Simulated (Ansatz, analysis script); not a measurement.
# Calculated records

Some values are withheld and marked by numbers in brackets.

```json
{"subject": "Energy of spin spirals in CrB2", "lattice_ang": [[2.97, 0.0, 0.0], [-1.485, 2.5721, 0.0], [0.0, 0.0, 3.07]], "atoms": [["Cr", 0.0, 0.0, 0.0], ["B", 0.3333, 0.6667, 0.5], ["B", 0.6667, 0.3333, 0.5]], "method": "PBEsol, PAW set soft_1 (files made for PBE); spin spirals by the generalised Bloch theorem, no spin–orbit coupling (and 2 further levels or steps)", "program": "Ansatz 0.2.0 and analysis script 1", "settings_of_one_run": "cutoff 420 eV, 12×12×12 k-mesh, Fermi-Dirac occupations, smearing width 0.05 eV, cone angle 90 °, wavevectors 9, starting moments 1.01 0 0 μB", "notes": "No spin model is given, since a fit of a few shells misses single points by over 4 % of their range. In doubt: the program’s search for lower states was switched off, so a lower magnetic state than those reached may exist.", "results": {"lowest_point_of_the_path": "[1]", "highest_point": "27.0 meV a magnetic atom"}}
```

Q: Give the missing entries.

[1] lowest point of the path (CrB2): q = (0.333, 0.333, 0), -44.2 meV a magnetic atom from q = 0. The state at q = (0.333, 0.333, 0) lies 44.2 meV a magnetic atom below the ferromagnetic start, so that start is not the lowest state.

[Logs and program files are shortened in this print: banners, set-up blocks, solver, clock and traceback lines can be left out without a mark of their own.]

[Logs are printed without paths, hosts, clocks, repeated set-up lines and the standing remarks that a program may print on its own settings, such as how far it seeks lower states.]

[Hosts, paths, dates, database ids (printed as entryN), source tags and the programs' standing remarks are cut or masked in the printed files.]
